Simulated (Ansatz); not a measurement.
**Changed inputs in constrained RPA: Sr2CrO4 (I4/mmm)**

What does U in Sr2CrO4 (I4/mmm) depend on besides the window?

Main program and level: Ansatz 0.2.0; constrained RPA on LDA, plane waves, PAW.

Report form: the programs' logs are mostly left out.

## Step 1: Starting point

Symmetry: I4/mmm, No. 139, tetragonal system. The conventional cell has a = 3.772 Å, b = 3.772 Å, c = 12.632 Å, α = 90.00°, β = 90.00°, γ = 90.00°. Nearest to Sr lie 9 O at 2.49 to 2.67 Å. Nearest to Cr lie 6 O at 1.89 to 1.97 Å. Nearest to O lie 1 Cr at 1.97 Å and 5 Sr at 2.49 to 2.67 Å. Nearest to O lie 2 Cr at 1.89 Å and 4 Sr at 2.64 Å. Farther neighbours and most contacts between anions are not listed.

The cell and positions are those that the Materials Project relaxed with its own functionals (PBE, PBE+U or r2SCAN), kept fixed. The program's search for lower electronic states was switched off, so nothing shows that the state found is the lowest. The default PAW set here is soft_2. Its files were made with PBE.

## Step 2: Base: Cr t2g, bands v1 to c2, 6×6×6 mesh, medium accuracy

Constrained RPA screens the interaction with every transition except those inside the target bands, which a later many-body model would treat itself.

File input.yaml:

```yaml
crystal:
  lattice:
    - [1.88615198, -1.88615198, 6.31618754]
    - [-1.88615198, 1.88615198, 6.31618754]
    - [-1.88615198, -1.88615198, -6.31618754]
  atoms:
    - { symbol: Sr, position: [0.64628022, 0.64628022, 0.0] }
    - { symbol: Sr, position: [0.35371978, 0.35371978, 0.0] }
    - { symbol: Cr, position: [0.0, 0.0, 0.0] }
    - { symbol: O, position: [0.84368432, 0.84368432, 0.0] }
    - { symbol: O, position: [0.15631568, 0.15631568, 0.0] }
    - { symbol: O, position: [0.5, 0.0, 0.5] }
    - { symbol: O, position: [0.0, 0.5, 0.5] }
kpoints:
  mp_grid: { grid: [12, 12, 12] }
hamiltonian:
  xc: lda
scf:
  occupations: { method: gaussian, width: 0.08 }
  n_extra_bands: 19
  max_iter: 150
  lower_state_search: "off"
output:
  crpa:
    kmesh: [6, 6, 6]
    target_bands: [v1, c2]
    projections: [{ species: Cr, l: d, shell: 3, orbitals: [dxz, dyz, dxy] }]
  local_orbitals:
    kmesh: [6, 6, 6]
    orbitals: [{ species: Cr, l: d, shell: 3, orbitals: [dxz, dyz, dxy] }]
    window: { bands: [v1, c2] }
    seedname: lo
```

The run is started by

```bash
$ ansatz run input.yaml --threads 3 --pin off --max-ram 92160MiB --backend cuda --events-out ev --progress --plain --runs-dir out --devices 1 --max-vram 13GiB  # rebuilt from the run's record
```

Run time: 5.1 min. Hardware: 1 × NVIDIA H100 80GB HBM3 (shared by 6 runs) with 3 threads of AMD EPYC 7R13 (Zen 3), shared host; peak memory 1.7 GiB.

Numbers from this step:

| Property | Result |
| --- | --- |
| U | 2.920 eV |
| U prime (inter-orbital) | 2.097 eV |
| J | 0.3807 eV |
| bare V | 16.03 eV |
| bare J | 0.5357 eV |
| stated bound on U | 0.008037 eV |
| U over bare V | 0.1822 |
| electrons in the window | 2.000 |
| head of the constrained inverse dielectric matrix | 0.1811 |
| least eigenvalue of the projection's overlap | 0.6309 |
| target functions | 3 |
| bands in the sums | 62 |
| r.m.s. miss of the model bands | 0.003792 eV |
| width of the target bands | 2.330 eV |
| weight of the projected orbitals in the window | 0.6987 |

On the Cr t2g shell, screening brings the on-site interaction from 16.0 eV down to U = 2.92 eV.

## Step 3: Changed: 4×4×4 mesh

Changes to input.yaml since step 2:

```diff
@@ -24,9 +24,4 @@
   crpa:
-    kmesh: [6, 6, 6]
+    kmesh: [4, 4, 4]
     target_bands: [v1, c2]
     projections: [{ species: Cr, l: d, shell: 3, orbitals: [dxz, dyz, dxy] }]
-  local_orbitals:
-    kmesh: [6, 6, 6]
-    orbitals: [{ species: Cr, l: d, shell: 3, orbitals: [dxz, dyz, dxy] }]
-    window: { bands: [v1, c2] }
-    seedname: lo
```

Elapsed: 85 s, on 1 × NVIDIA H100 80GB HBM3 (shared by 6 runs) with 3 threads; peak memory 1.3 GiB.

This step gave:

```yaml
u: 2.917 eV
u_prime_inter_orbital: 2.090 eV
j: 0.3820 eV
bare_v: 16.08 eV
bare_j: 0.5374 eV
stated_bound_on_u: 0.008067 eV
u_over_bare_v: 0.1814
electrons_in_the_window: 2.000
head_of_the_constrained_inverse_dielectric_matrix: 0.1653
least_eigenvalue_of_the_projection_s_overlap: 0.6309
target_functions: 3
bands_in_the_sums: 62
width_of_the_target_bands: 2.330 eV
weight_of_the_projected_orbitals_in_the_window: 0.6987
```

On the Cr t2g shell, screening brings the on-site interaction from 16.1 eV down to U = 2.92 eV.

## Step 4: Changed: sums over states

Changes to input.yaml since step 3:

```diff
@@ -24,4 +24,7 @@
   crpa:
-    kmesh: [4, 4, 4]
+    kmesh: [6, 6, 6]
     target_bands: [v1, c2]
     projections: [{ species: Cr, l: d, shell: 3, orbitals: [dxz, dyz, dxy] }]
+    accuracy: sum_over_states
+    n_empty_bands: 116
+    ecut_chi: 136
```

The job ended after 80 s (1 × NVIDIA H100 80GB HBM3 (shared by 6 runs) with 3 threads; peak memory 2.3 GiB; 2.5 min of CPU time).

This variant gives U = 3.02 eV against 2.92 eV. It is a finite sum over empty states with no bound on its error and stays out of the table below.

## Step 5: Changed: accuracy low

Changes to input.yaml since step 4:

```diff
@@ -27,4 +27,2 @@
     projections: [{ species: Cr, l: d, shell: 3, orbitals: [dxz, dyz, dxy] }]
-    accuracy: sum_over_states
-    n_empty_bands: 116
-    ecut_chi: 136
+    accuracy: low
```

Elapsed: 3.6 min, on 1 × NVIDIA H100 80GB HBM3 (shared by 6 runs) with 3 threads; peak memory 1.6 GiB; 4.6 min of CPU time.

This step gave:

```yaml
u: 2.903 eV
u_prime_inter_orbital: 2.081 eV
j: 0.3787 eV
bare_v: 16.03 eV
bare_j: 0.5357 eV
stated_bound_on_u: 0.08008 eV
u_over_bare_v: 0.1812
electrons_in_the_window: 2.000
head_of_the_constrained_inverse_dielectric_matrix: 0.1811
least_eigenvalue_of_the_projection_s_overlap: 0.6309
target_functions: 3
bands_in_the_sums: 62
width_of_the_target_bands: 2.330 eV
weight_of_the_projected_orbitals_in_the_window: 0.6987
```

On the Cr t2g shell, screening brings the on-site interaction from 16.0 eV down to U = 2.90 eV.

## Step 6: Changed: volume +3 %

The cell differs from the one that the last finished run ended in (a 6.856 → 6.924 Å, b 6.856 → 6.924 Å, c 6.856 → 6.924 Å).

Changes to input.yaml since step 5:

```diff
@@ -2,5 +2,5 @@
   lattice:
-    - [1.88615198, -1.88615198, 6.31618754]
-    - [-1.88615198, 1.88615198, 6.31618754]
-    - [-1.88615198, -1.88615198, -6.31618754]
+    - [1.9048279667, -1.9048279667, 6.3787281176]
+    - [-1.9048279667, 1.9048279667, 6.3787281176]
+    - [-1.9048279667, -1.9048279667, -6.3787281176]
   atoms:
@@ -27,2 +27,6 @@
     projections: [{ species: Cr, l: d, shell: 3, orbitals: [dxz, dyz, dxy] }]
-    accuracy: low
+  local_orbitals:
+    kmesh: [6, 6, 6]
+    orbitals: [{ species: Cr, l: d, shell: 3, orbitals: [dxz, dyz, dxy] }]
+    window: { bands: [v1, c2] }
+    seedname: lo
```

The job ended after 4.9 min (1 × NVIDIA H100 80GB HBM3 (shared by 6 runs) with 3 threads; peak memory 1.7 GiB; 5.9 min of CPU time).

This step gave:

```yaml
u: 2.875 eV
u_prime_inter_orbital: 2.053 eV
j: 0.3798 eV
bare_v: 16.04 eV
bare_j: 0.5371 eV
stated_bound_on_u: 0.008157 eV
u_over_bare_v: 0.1793
electrons_in_the_window: 2.000
head_of_the_constrained_inverse_dielectric_matrix: 0.1791
least_eigenvalue_of_the_projection_s_overlap: 0.6301
target_functions: 3
bands_in_the_sums: 62
r_m_s_miss_of_the_model_bands: 0.003578 eV
width_of_the_target_bands: 2.223 eV
weight_of_the_projected_orbitals_in_the_window: 0.7000
```

On the Cr t2g shell, screening brings the on-site interaction from 16.0 eV down to U = 2.88 eV.

## Step 7: Changed: volume -6 %

The cell differs from the one that the last finished run ended in (a 6.924 → 6.716 Å, b 6.924 → 6.716 Å, c 6.924 → 6.716 Å).

Changes to input.yaml since step 6:

```diff
@@ -2,5 +2,5 @@
   lattice:
-    - [1.9048279667, -1.9048279667, 6.3787281176]
-    - [-1.9048279667, 1.9048279667, 6.3787281176]
-    - [-1.9048279667, -1.9048279667, -6.3787281176]
+    - [1.8476482785, -1.8476482785, 6.1872495742]
+    - [-1.8476482785, 1.8476482785, 6.1872495742]
+    - [-1.8476482785, -1.8476482785, -6.1872495742]
   atoms:
```

Elapsed: 11 min, on 1 × NVIDIA H100 80GB HBM3 (shared by 6 runs) with 3 threads; peak memory 1.7 GiB; 12 min of CPU time.

This step gave:

- U: 3.002 eV
- U prime (inter-orbital): 2.180 eV
- J: 0.3813 eV
- bare V: 15.97 eV
- bare J: 0.5318 eV
- stated bound on U: 0.007762 eV
- U over bare V: 0.1879
- electrons in the window: 2
- head of the constrained inverse dielectric matrix: 0.1844
- least eigenvalue of the projection's overlap: 0.6321
- target functions: 3
- bands in the sums: 62
- r.m.s. miss of the model bands: 0.004304 eV
- width of the target bands: 2.571 eV
- weight of the projected orbitals in the window: 0.6952

On the Cr t2g shell, screening brings the on-site interaction from 16.0 eV down to U = 3.00 eV.

## Step 8: Changed: potentials

This step: constrained RPA on LDA, plane waves, norm-conserving pseudopotentials.

Changes to input.yaml since step 7:

```diff
@@ -2,5 +2,5 @@
   lattice:
-    - [1.8476482785, -1.8476482785, 6.1872495742]
-    - [-1.8476482785, 1.8476482785, 6.1872495742]
-    - [-1.8476482785, -1.8476482785, -6.1872495742]
+    - [1.88615198, -1.88615198, 6.31618754]
+    - [-1.88615198, 1.88615198, 6.31618754]
+    - [-1.88615198, -1.88615198, -6.31618754]
   atoms:
@@ -17,2 +17,3 @@
   xc: lda
+  pseudopotentials: { kind: nc }
 scf:
@@ -27,6 +28 @@
     projections: [{ species: Cr, l: d, shell: 3, orbitals: [dxz, dyz, dxy] }]
-  local_orbitals:
-    kmesh: [6, 6, 6]
-    orbitals: [{ species: Cr, l: d, shell: 3, orbitals: [dxz, dyz, dxy] }]
-    window: { bands: [v1, c2] }
-    seedname: lo
```

Run time: 9.7 min. Hardware: 1 × NVIDIA H100 80GB HBM3 (shared by 6 runs) with 3 threads; peak memory 3.8 GiB; 12 min of CPU time.

Numbers from this step:

```yaml
u: 2.948 eV
u_prime_inter_orbital: 2.128 eV
j: 0.3795 eV
bare_v: 16.00 eV
bare_j: 0.5351 eV
stated_bound_on_u: 0.007445 eV
u_over_bare_v: 0.1843
electrons_in_the_window: 2.000
head_of_the_constrained_inverse_dielectric_matrix: 0.1837
least_eigenvalue_of_the_projection_s_overlap: 0.6348
target_functions: 3
bands_in_the_sums: 62
width_of_the_target_bands: 2.350 eV
weight_of_the_projected_orbitals_in_the_window: 0.7018
```

On the Cr t2g shell, screening brings the on-site interaction from 16.0 eV down to U = 2.95 eV.

## Step 9: Side by side

Times are wall times on 1 × NVIDIA H100 80GB HBM3 (shared by 6 runs) with 3 threads of AMD EPYC 7R13 (Zen 3), shared host, good to a factor of about two.

| run | bare V (eV) | U (eV) | J (eV) | bound on U (eV) | width (eV) | time |
| --- | --- | --- | --- | --- | --- | --- |
| target window | 16.03 | 2.920 | 0.381 | 0.0080 | 2.33 | 5.1 min |
| 4×4×4 mesh | 16.08 | 2.917 | 0.382 | 0.0081 | 2.33 | 85 s |
| accuracy low | 16.03 | 2.903 | 0.379 | 0.0801 | 2.33 | 3.6 min |
| volume +3 % | 16.04 | 2.875 | 0.380 | 0.0082 | 2.22 | 4.9 min |
| volume -6 % | 15.97 | 3.002 | 0.381 | 0.0078 | 2.57 | 11 min |
| potentials | 16.00 | 2.948 | 0.380 | 0.0074 | 2.35 | 9.7 min |

## Step 10: Outcome

```yaml
target_window: U 2.92 eV, J 0.38 eV
4x4x4_mesh: U 2.92 eV, J 0.38 eV
accuracy_low: U 2.90 eV, J 0.38 eV
volume_plus_3: U 2.88 eV, J 0.38 eV
volume_minus_6: U 3.00 eV, J 0.38 eV
potentials: U 2.95 eV, J 0.38 eV
```

4×4×4 mesh moves U by −0.003 eV (within the solver's bounds, for the mean over orbitals) at 0.28 times the time. Accuracy low moves U by −0.02 eV (within the solver's bounds, for the mean over orbitals). Volume +3 % moves U by −0.04 eV. Volume -6 % moves U by +0.08 eV at 2.1 times the time. Potentials moves U by +0.03 eV. The printed bound covers the solver alone, not the mesh, and no denser mesh than the base was run. The parent state is non-magnetic and the interaction static (zero frequency); U depends on the window and the orbitals, so it belongs to this model alone.

[Paths, hosts, dates, memory and timing lines, banners, echoed tables and standing remarks are left out of the program output.]

[Logs are printed without paths, hosts, clocks, repeated set-up lines and the standing remarks that a program may print on its own settings, such as how far it seeks lower states.]

[Runs of the session that timed out or met a known fault of the program may be left out.]

[Hosts, paths, dates, database ids (printed as entryN), source tags and the programs' standing remarks are cut or masked in the printed files.]
